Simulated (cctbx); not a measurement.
# Reading a Patterson map

Space group R-3c (no. 167), a = 6.2260 Å, b = 6.2260 Å, c = 32.3650 Å, α = 90.00°, β = 90.00°, γ = 120.00°, content Ga12 P36 C18.

The data are simulated with cctbx, not measured: Cu Kα, λ = 1.54184 Å, to d = 0.83 Å, 50 % of the full sphere, strongest reflection 20000 counts, noise from counting, a 4 % proportional error and a noise floor of 8 counts (s.d.); no absorption.

Patterson synthesis, origin scaled to 1000:

```text
Patterson group R -3 m :H
      u       v       w   height  length (A)
  0.000   0.000   0.000   1000.0     0.00
  0.000   0.000   0.500    592.9    16.18
  0.000   0.000   0.329    397.6    10.66
  0.000   0.000   0.172    279.0     5.58
  0.020   0.359   0.128    206.4     4.67
 -0.004   0.306   0.038    176.9     2.27
  0.000   0.000   0.424    151.8    13.71
  0.000   0.376   0.500    110.0    16.35
 -0.005   0.350   0.079     87.9     3.37
  0.000   0.300   0.500     65.8    16.29
  0.000   0.000   0.042     52.3     1.37
  0.000   0.000   0.242     52.0     7.85
  0.000   0.233   0.500     51.5    16.25
  0.000   0.000   0.378     49.3    12.23
```

Q: Assign the vectors.

A peak at u stands for all pairs with xi − xj = u, with weight Σ ZiZj against Σ Z² = 20280 at the origin. Peak heights follow these weights only roughly, since form factors, motion and series ripples differ, all vectors within 0.55 Å of a peak are counted as merged into it though the farther ones add only part of their weight, and F(000) is left out, which lowers the whole map:

| u | v | w | shortest length (Å) | height | 1000 ΣZiZj/ΣZ² | pairs in the cell |
| --- | --- | --- | --- | --- | --- | --- |
| 0.000 | 0.000 | 0.500 | 6.48 | 593 | 569 | 12 × Ga–Ga |
| 0.000 | 0.000 | 0.329 | 3.60 | 398 | 716 | 36 × P–P, 6 × Ga–Ga, 18 × C–C |
| 0.000 | 0.000 | 0.172 | 5.57 | 279 | 284 | 6 × Ga–Ga |
| 0.020 | 0.359 | 0.128 | 4.68 | 206 | 355 | 12 × Ga–P, 18 × P–C |
| -0.004 | 0.306 | 0.038 | 2.28 | 177 | 275 | 12 × Ga–P |
| 0.000 | 0.000 | 0.424 | 4.64 | 152 | 200 | 18 × P–P |
| 0.000 | 0.376 | 0.500 | 5.74 | 110 | 149 | 12 × P–P, 9 × C–C |
| -0.005 | 0.350 | 0.079 | 3.37 | 88 | 177 | 12 × Ga–C, 6 × P–P |
| 0.000 | 0.300 | 0.500 | 5.82 | 66 | 149 | 12 × P–P, 9 × C–C |
| 0.000 | 0.000 | 0.042 | 1.36 | 52 | 160 | 36 × P–C |

The table stops at ten peaks or at a height of 45, below which ripples compete. In the model behind the data Ga, the heaviest element, has 1 independent site: (2/3, 1/3, 0.1694), up to an allowed shift of origin; the Ga–Ga vectors are differences of these positions and their symmetry mates. The whole model:

| atom | mult. | x | y | z | Ueq (Å²) |
| --- | --- | --- | --- | --- | --- |
| Ga1 | 12 | 2/3 | 1/3 | 0.1694 | 0.0115 |
| P1 | 36 | 0.3447 | 0.2930 | 0.2048 | 0.0129 |
| C1 | 18 | 0.0114 | 0.3448 | 0.4167 | 0.0208 |

This is a model crystal, built by substitution and not relaxed, with assumed displacement parameters.

[Logs are printed without paths, hosts, clocks, repeated set-up lines and the standing remarks that a program may print on its own settings, such as how far it seeks lower states.]
